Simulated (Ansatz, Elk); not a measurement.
## Bonding as seen by X-rays: Co2CuSe2

The structure of Co2CuSe2 used here is made up (a known structure type with other elements) and was relaxed beforehand with PBEsol. The aim is the Fourier transform of its all-electron density, F(hkl), set beside the sum over free spherical atoms that refinements use.

Calculated with Elk 11.2.3 (patched build); DFT, PBE, all-electron APW+lo, Dirac cores, scalar-relativistic bands, static density, no spin.

The structure was built from a prototype and need not be the compound's stable phase.

**1. The starting structure**

The structure is tetragonal, space group I4/mmm (No. 139). Conventional cell: a = 3.493 Å, b = 3.493 Å, c = 12.427 Å, α = 90.00°, β = 90.00°, γ = 90.00°. Nearest to Se lie 4 Co at 2.31 Å and 4 Cu at 2.94 Å. Nearest to Cu lie 8 Se at 2.94 Å. Nearest to Co lie 4 Se at 2.31 Å and 4 Co at 2.47 Å. Farther neighbours and most contacts between anions are not listed.

Coordinates:

```cif
data_structure
_symmetry_space_group_name_H-M 'I4/mmm'
_symmetry_Int_Tables_number 139
_cell_length_a 3.4933
_cell_length_b 3.4933
_cell_length_c 12.4267
_cell_angle_alpha 90.000
_cell_angle_beta 90.000
_cell_angle_gamma 90.000
_cell_volume 151.64
loop_
_atom_site_label
_atom_site_type_symbol
_atom_site_symmetry_multiplicity
_atom_site_Wyckoff_symbol
_atom_site_fract_x
_atom_site_fract_y
_atom_site_fract_z
_atom_site_occupancy
Se1 Se 4 e 0.50000 0.50000 0.12874 1
Cu1 Cu 2 a 0.00000 0.00000 0.00000 1
Co1 Co 4 d 0.50000 0.00000 0.25000 1
```

**2. Ground state and structure factors**

An all-electron density is needed, since X-rays see the cores too. Task 0 finds the density and task 195 Fourier-transforms it; tshift is off so that phases refer to the origin typed.

File elk.in:

```
tasks
  0
  195

xctype
  20

spinpol
  .false.

rgkmax
  7.0

gmaxvr
  14.0

lmaxo
  7

lmaxapw
  8

swidth
  0.002

tshift
  .false.

ramdisk
  .false.

hmaxvr
  5.5

maxscl
  120

epspot
  1e-06

sppath
  './'

avec
  -3.30066066853 3.30066066853 11.74154577420
  3.30066066853 -3.30066066853 11.74154577420
  3.30066066853 3.30066066853 -11.74154577420

atoms
  3
  'Se.in'
  2
  0.6287426804 0.6287426804 -0.0000000000   0.000000 0.000000 0.000000
  0.3712573196 0.3712573196 -0.0000000000   0.000000 0.000000 0.000000
  'Cu.in'
  1
  0.0000000000 0.0000000000 -0.0000000000   0.000000 0.000000 0.000000
  'Co.in'
  2
  0.2500000000 0.7500000000 0.5000000000   0.000000 0.000000 0.000000
  0.7500000000 0.2500000000 0.5000000000   0.000000 0.000000 0.000000

ngridk
  9 9 9
```

Command:

```bash
> OMP_NUM_THREADS=4 elk
```

Numbers of over 12 decimals in the logs are rounded to 6 here.

The program printed:

```text
┌─────────────────────────┐
│ Elk code version 11.2.3 │
└─────────────────────────┘

All units are atomic (Hartree, Bohr, etc.)

┌─────────────────────────────────────────────────┐
│ Ground-state run starting from atomic densities │
└─────────────────────────────────────────────────┘

Lattice vectors :
  -3.300660669       3.300660669       11.74154577
   3.300660669      -3.300660669       11.74154577
   3.300660669       3.300660669      -11.74154577

Reciprocal lattice vectors :
 -0.3636750688E-17  0.9518072195      0.2675621008
  0.9518072195     -0.3636750688E-17  0.2675621008
  0.9518072195      0.9518072195      0.4832890795E-17

Unit cell volume      :    511.6665463
Brillouin zone volume :   0.4847888048

Muffin-tin inner radius fraction :   0.1000000000E-01

Nuclei treated as point charges

Species : 1 (Se)
 parameters loaded from : Se.in
 name : selenium
 nuclear charge    :   -34.00000000
 electronic charge :    34.00000000
 atomic mass :    143935.2749
 muffin-tin radius :    2.154598502
 number of radial points in muffin-tin :    993
 inner part over the whole radius :   0.9975930758E-02
 number on inner part of muffin-tin    :    701
 approximate nuclear radius :   0.7785908700E-04
 number of mesh points to nuclear radius :    345
 atomic positions (lattice), magnetic fields (Cartesian) :
  1 :  -0.37125732 -0.37125732  0.00000000    0.00000000  0.00000000  0.00000000
  2 :   0.37125732  0.37125732  0.00000000    0.00000000  0.00000000  0.00000000

Species : 2 (Cu)
 parameters loaded from : Cu.in
 name : copper
 nuclear charge    :   -29.00000000
 electronic charge :    29.00000000
 atomic mass :    115837.2717
 muffin-tin radius :    2.400000000
 number of radial points in muffin-tin :    993
 inner part over the whole radius :   0.9893084826E-02
 number on inner part of muffin-tin    :    701
 approximate nuclear radius :   0.7406004541E-04
 number of mesh points to nuclear radius :    336
 atomic positions (lattice), magnetic fields (Cartesian) :
  1 :   0.00000000  0.00000000  0.00000000    0.00000000  0.00000000  0.00000000

Species : 3 (Co)
 parameters loaded from : Co.in
 name : cobalt
 nuclear charge    :   -27.00000000
 electronic charge :    27.00000000
 atomic mass :    107428.6517
 muffin-tin radius :    2.154598502
 number of radial points in muffin-tin :    993
 inner part over the whole radius :   0.9846475530E-02
 number on inner part of muffin-tin    :    698
 approximate nuclear radius :   0.7243775530E-04
 number of mesh points to nuclear radius :    335
 atomic positions (lattice), magnetic fields (Cartesian) :
  1 :   0.25000000 -0.25000000  0.50000000    0.00000000  0.00000000  0.00000000
  2 :  -0.25000000  0.25000000  0.50000000    0.00000000  0.00000000  0.00000000

Total number of atoms per unit cell :    5
Total muffin-tin volume :    225.4956661
 ratio of muffin-tin to unit cell volume :   0.4407082458

Spin treatment :
 spin-unpolarised

Number of Bravais lattice symmetries :   16
Number of crystal symmetries         :   16
Crystal has inversion symmetry
Real symmetric eigensolver will be used

k-point grid :      9     9     9
k-point offset :    0.000000000       0.000000000       0.000000000
k-point set is reduced with full crystal symmetry group
Total number of k-points :       75

Muffin-tin radius times maximum |G+k| :    7.000000000
 using average radius
Maximum |G+k| for APW functions       :    3.176506483
Maximum (1/2)|G+k|²                   :    5.045096719
Maximum |G| for potential and density :    14.00000000
Constant for pseudocharge density :    8
 order of it for each species :   15  15  15
 order of it for pair densities of each species (exact exchange by exxq0 0: 16) :    9  12   9
Radial integration step length :    1

G-vector grid sizes :     60    60    60
Number of G-vectors :    23705

Maximum angular momentum used for
 APW functions            :    8
 outer part of muffin-tin :    7
 inner part of muffin-tin :    2

Total nuclear charge    :   -151.0000000
[...]
Density of states at Fermi energy :    382.3647188
 (states/Hartree/unit cell)

Estimated indirect band gap :   0.7675748227E-04
 from k-point 33 to k-point 31
Estimated direct band gap   :   0.1546383991E-02
 at k-point 37

Charges :
 core                        :    72.00000000
 valence                     :    79.00000000
 interstitial                :    7.921369667
 muffin-tins (core leakage)
  species : 1 (Se)
   atom 1                    :    31.79831542     (  0.2985506595E-03)
[...]
species : 2 (Cu)
[...]
species : 3 (Co)
[...]
total in muffin-tins        :    143.0786303
 total calculated charge     :    150.9952839
 total charge                :    151.0000000
 error                       :   0.4716077623E-02

RMS change in Kohn-Sham potential (target) :    1.644304816     (  0.1000000000E-05)
Absolute change in total energy (target)   :    9.732185075     (  0.1000000000E-03)

[... loops 3 to 17 left out ...]

┌──────────────────┐
│ Loop number : 18 │
└──────────────────┘

Energies :
 Fermi                       :     0.292245
 sum of occupied eigenvalues :     -5362.7894196079
 electron kinetic            :      9488.4565823299
 core electron kinetic       :      8616.7379391038
 Coulomb                     :     -18427.555358560
 Coulomb potential           :     -14378.881498938
 nuclear-nuclear             :     -1337.9365379860
 electron-nuclear            :     -19838.304416966
 Hartree                     :      2748.6855963916
 Madelung                    :     -11238.114609091
 xc potential                :     -472.36450300000
 exchange                    :     -355.96946843385
 correlation                 :     -7.329245
 electron entropic           :    -0.10216324001741E-02
 total energy                :     -9302.3985117480

Density of states at Fermi energy :    76.56461873
 (states/Hartree/unit cell)

Estimated indirect band gap :   0.9974419906E-03
 from k-point 61 to k-point 32
Estimated direct band gap   :   0.5717498517E-02
 at k-point 17

Charges :
 core                        :    72.00000000
 valence                     :    79.00000000
 interstitial                :    7.796001439
 muffin-tins (core leakage)
  species : 1 (Se)
[...]
species : 2 (Cu)
[...]
species : 3 (Co)
[...]
total in muffin-tins        :    143.2039986
 total calculated charge     :    150.9951926
 total charge                :    151.0000000
 error                       :   0.4807374088E-02

RMS change in Kohn-Sham potential (target) :   0.7662071556E-06 (  0.1000000000E-05)
Absolute change in total energy (target)   :   0.8256931142E-04 (  0.1000000000E-03)

Convergence targets achieved

┌──────────────────┐
│ Loop number : 19 │
└──────────────────┘

Energies :
 Fermi                       :     0.292246
 sum of occupied eigenvalues :     -5362.7893815558
 electron kinetic            :      9488.4565986541
 core electron kinetic       :      8616.7379439335
 Coulomb                     :     -18427.555352497
 Coulomb potential           :     -14378.881482985
 nuclear-nuclear             :     -1337.9365379860
 electron-nuclear            :     -19838.304420124
 Hartree                     :      2748.6856056137
 Madelung                    :     -11238.114611004
 xc potential                :     -472.36449722448
 exchange                    :     -355.96946850613
 correlation                 :     -7.329245
 electron entropic           :    -0.10216320701013E-02
 total energy                :     -9302.3984894343

Density of states at Fermi energy :    76.56460101
 (states/Hartree/unit cell)

Estimated indirect band gap :   0.9974421787E-03
 from k-point 61 to k-point 32
Estimated direct band gap   :   0.5717509709E-02
 at k-point 17

Charges :
 core                        :    72.00000000
 valence                     :    79.00000000
 interstitial                :    7.796000741
 muffin-tins (core leakage)
  species : 1 (Se)
[...]
species : 2 (Cu)
   atom 1                    :    27.92610512     (  0.1585953265E-03)
  species : 3 (Co)
   atom 1                    :    25.83473610     (  0.1717567683E-02)
   atom 2                    :    25.83473610     (  0.1717567683E-02)
 total in muffin-tins        :    143.2039993
 total calculated charge     :    150.9951926
 total charge                :    151.0000000
 error                       :   0.4807374129E-02

┌──────────────────────────────┐
│ Self-consistent loop stopped │
└──────────────────────────────┘

Warning : core states of species 1 leak from the muffin-tin :   0.2908326651E-03

Warning : core states of species 2 leak from the muffin-tin :   0.1585953265E-03

Warning : core states of species 3 leak from the muffin-tin :   0.1717567683E-02

Wrote STATE.OUT
```

Run time: 86 s. Hardware: 4 threads of Arm Neoverse V1, shared host; peak memory 0.22 GiB.

SFACRHO.OUT:

```text

h k l indices transformed by vhmat matrix:
   1.000000000       0.000000000       0.000000000    
   0.000000000       1.000000000       0.000000000    
   0.000000000       0.000000000       1.000000000    

      h      k      l  multipl.   |H|            Re(F)            Im(F)           |F|

      0      0      0      1   0.0000000       151.00000     -0.31339799E-16   151.00000    
      1      1     -1      2  0.53512420      -26.731739     -0.22255122E-14   26.731739    
     -1      0      1      8  0.98869938      -15.183932      0.17751999E-13   15.183932    
      2      2     -2      2   1.0702484       13.047721     -0.36958878E-13   13.047721    
     -1     -2      1      8   1.2450873       65.352173     -0.21302399E-13   65.352173    
      1     -1      0      4   1.3460587       34.857601      0.88895636E-14   34.857601    
     -2      0      1      8   1.4485275       61.099964      0.53383244E-15   61.099964    
     -3     -3      3      2   1.6053726      -10.255237      0.41828236E-13   10.255237    
      3      2     -3      8   1.6418508       52.582758      0.28403199E-13   52.582758    
     -2     -2      1      8   1.7196818      -65.913900      0.48151783E-13   65.913900    
      1     -1     -1      4   1.9036144       103.66517      0.13454965E-13   103.66517    
      0     -2      2      8   1.9773988      -17.736928      0.86929972E-14   17.736928    
     -3     -3      2      8   2.0950167       59.767635     -0.19027792E-13   59.767635    
      4      3     -4      8   2.1009097      -17.726214     -0.63907198E-13   17.726214    
      4      4     -4      2   2.1404968       96.944054      0.95561138E-13   96.944054    
      1      0      1     16   2.1450581      -12.149234     -0.10651200E-13   12.149234    
      1      3     -1      8   2.1838451       7.6668480     -0.47696147E-13   7.6668480    
     -3      0      1     16   2.2746407       51.336806     -0.28403199E-13   51.336806
```

Elk indexes on the primitive cell of elk.in and gives |H| = 4π sin θ/λ in inverse bohr. Below, one row stands for each form hkl of the conventional cell (m members, Friedel mates merged), F is for one primitive cell and the density is static (no thermal factor). Free-atom factors are Waasmaier and Kirfel's, and R is Σm||F|−|F'||/Σm|F|.

```csv
hkl,m,sin θ/λ (Å⁻¹),"abs F, DFT",neutral atoms,diff.
002,2,0.081,26.732,26.207,+0.525
101,8,0.149,15.184,14.949,+0.235
004,2,0.161,13.048,12.868,+0.180
103,8,0.187,65.352,65.538,-0.186
110,4,0.202,34.858,35.134,-0.276
112,8,0.218,61.100,61.364,-0.264
006,2,0.241,10.255,10.193,+0.063
105,8,0.247,52.583,52.920,-0.337
114,8,0.259,65.914,65.954,-0.040
200,4,0.286,103.665,104.183,-0.518
202,8,0.297,17.737,17.820,-0.084
116,8,0.315,59.768,60.209,-0.441
107,8,0.316,17.726,17.773,-0.047
008,2,0.322,96.944,97.532,-0.588
211,16,0.323,12.149,12.108,+0.041
204,8,0.328,7.667,7.862,-0.195
213,16,0.342,51.337,51.616,-0.280
206,8,0.374,7.641,7.591,+0.051
215,16,0.378,43.144,43.138,+0.006
118,8,0.380,27.624,27.656,-0.032
109,8,0.389,5.569,5.545,+0.024
0 0 10,2,0.402,22.153,22.257,-0.104
```

**3. The highest occupied states alone**

An energy window below the Fermi level keeps the highest occupied states, to see at which angles they scatter; shallow core shells can lie inside it and anion s states outside. No new self-consistency is needed.

Edit elk.in of step 2 so:

```diff
@@ -1,3 +1,2 @@
 tasks
-  0
   195
@@ -40,2 +39,5 @@
 
+wsfac
+  -0.075250 0.592250
+
 sppath
```

Command:

```bash
> OMP_NUM_THREADS=4 elk
```

The program printed:

```text
┌─────────────────────────────────┐
│ Elk code version 11.2.3 started │
└─────────────────────────────────┘

Info(readinput): the functional depends on the density's gradient
 muffin-tin radial points multiplied by    2.00000
 (not where nrmtscf is given)

┌────────────────────┐
│ Current task : 195 │
└────────────────────┘
Info(checkmt): changed muffin-tin radius of species 1 (Se) from   2.4000 to   2.1546
Info(checkmt): changed muffin-tin radius of species 3 (Co) from   2.4000 to   2.1546

Info(sfacrho): density structure factors written to SFACRHO.OUT

 Energy window :  -0.7525000000E-01  0.5922500000

┌──────────────────┐
│ Elk code stopped │
└──────────────────┘
```

Elapsed: 11 s, on 4 threads; peak memory 0.16 GiB; 18 s of CPU time.

States within 10 eV below the Fermi level hold 37.00 electrons; any levels below the window count with the cores. Their amplitudes can exceed the total, where window and core parts have opposite phase:

```csv
hkl,sin θ/λ (Å⁻¹),"abs F, window","abs F, all"
002,0.081,5.881,26.732
101,0.149,5.787,15.184
004,0.161,16.709,13.048
103,0.187,8.318,65.352
110,0.202,1.562,34.858
112,0.218,15.513,61.100
006,0.241,2.413,10.255
105,0.247,6.198,52.583
114,0.259,2.257,65.914
200,0.286,11.613,103.665
```

**4. Another functional**

The difference from free atoms is small, so it is set against the change that LDA (Perdew-Wang) makes.

Edit elk.in of step 3 so:

```diff
@@ -1,2 +1,3 @@
 tasks
+  0
   195
@@ -4,3 +5,3 @@
 xctype
-  20
+  3
 
@@ -39,5 +40,2 @@
 
-wsfac
-  -0.075250 0.592250
-
 sppath
```

Command:

```bash
> OMP_NUM_THREADS=4 elk
```

The program printed:

```text
┌─────────────────────────┐
│ Elk code version 11.2.3 │
└─────────────────────────┘

All units are atomic (Hartree, Bohr, etc.)

┌─────────────────────────────────────────────────┐
│ Ground-state run starting from atomic densities │
└─────────────────────────────────────────────────┘

Lattice vectors :
  -3.300660669       3.300660669       11.74154577
   3.300660669      -3.300660669       11.74154577
   3.300660669       3.300660669      -11.74154577

Reciprocal lattice vectors :
 -0.3636750688E-17  0.9518072195      0.2675621008
[...]
atom 2                    :    25.84799788     (  0.1797528845E-02)
 total in muffin-tins        :    143.2549708
 total calculated charge     :    150.9949982
 total charge                :    151.0000000
 error                       :   0.5001786899E-02

┌──────────────────────────────┐
│ Self-consistent loop stopped │
└──────────────────────────────┘

Warning : core states of species 1 leak from the muffin-tin :   0.2924057682E-03

Warning : core states of species 2 leak from the muffin-tin :   0.1635963470E-03

Warning : core states of species 3 leak from the muffin-tin :   0.1797528845E-02

Wrote STATE.OUT
[key lines of the parts left out:]
total energy                :     -9288.9046620440
```

Run time: 54 s. Hardware: 4 threads; peak memory 0.16 GiB.

Against the first run R = 0.06 %; the largest change is -0.058 at 208.

**5. A coarser k-mesh**

About half the k-points along each axis test the sampling.

Edit elk.in of step 4 so:

```diff
@@ -5,3 +5,3 @@
 xctype
-  3
+  20
 
@@ -63,2 +63,2 @@
 ngridk
-  9 9 9
+  4 4 4
```

Command:

```bash
> OMP_NUM_THREADS=4 elk
```

The program printed:

```text
┌─────────────────────────┐
│ Elk code version 11.2.3 │
└─────────────────────────┘

All units are atomic (Hartree, Bohr, etc.)

┌─────────────────────────────────────────────────┐
│ Ground-state run starting from atomic densities │
└─────────────────────────────────────────────────┘

Lattice vectors :
  -3.300660669       3.300660669       11.74154577
   3.300660669      -3.300660669       11.74154577
   3.300660669       3.300660669      -11.74154577

Reciprocal lattice vectors :
 -0.3636750688E-17  0.9518072195      0.2675621008
[...]
atom 2                    :    25.83626370     (  0.1718230806E-02)
 total in muffin-tins        :    143.2055224
 total calculated charge     :    150.9952340
 total charge                :    151.0000000
 error                       :   0.4765963881E-02

┌──────────────────────────────┐
│ Self-consistent loop stopped │
└──────────────────────────────┘

Warning : core states of species 1 leak from the muffin-tin :   0.2907599722E-03

Warning : core states of species 2 leak from the muffin-tin :   0.1587457821E-03

Warning : core states of species 3 leak from the muffin-tin :   0.1718230806E-02

Wrote STATE.OUT
[key lines of the parts left out:]
total energy                :     -9302.4009118008
```

Elapsed: 33 s, on 4 threads; peak memory 0.22 GiB.

Against the first run R = 0.01 %; the largest change is +0.015 at 008.

**6. Settings against the effect**

```csv
run,R against the first run (%),"R against neutral atoms, low angle (%)",wall time
"PBE, rgkmax 7",0.00,0.48,86 s
LDA (Perdew-Wang),0.06,0.49,54 s
k-mesh 4×4×4,0.01,0.48,33 s
```

**7. What came out**

- R against neutral atoms, sin θ/λ < 0.3 Å⁻¹: 0.48 %
- R against neutral atoms, 0.3 to 0.83 Å⁻¹: 0.29 %

**Reading.** Independent neutral atoms miss the calculated amplitudes by R = 0.48 % below 0.3 Å⁻¹ and 0.29 % from there to 0.83 Å⁻¹; by shells, 1.68 % below 0.15 Å⁻¹ (2 forms), 0.41 % 0.15 to 0.3 (9 forms), 0.35 % 0.3 to 0.45 (18 forms), 0.27 % above 0.45 (106 forms). Bonding, aspherical density and the tables' own atoms all enter these figures, and the runs don't part them. The largest change of an amplitude is -0.59 electrons, at 008. The window's part falls from 37.0 electrons at the origin to at most 5.75 between 0.45 and 0.83 Å⁻¹, where compact states inside the window still scatter. Below 0.3 Å⁻¹ the changes that finished (LDA (Perdew-Wang) and k-mesh 4×4×4) move F by R = 0.02 % at most, against the 0.48 % that separates it from free atoms. The basis has no finished test. These runs have no spin, though d or f shells may be open. The electron count is odd, so without spin the run is a metal by force. Part of the difference isn't bonding: the tables are fits to free atoms and ions calculated by other methods than this functional. Thermal motion, anomalous dispersion and extinction are left out.

[Logs are printed without paths, hosts, clocks, repeated set-up lines and the standing remarks that a program may print on its own settings, such as how far it seeks lower states.]

[Hosts, paths, dates, database ids (printed as entryN), source tags and the programs' standing remarks are cut or masked in the printed files.]
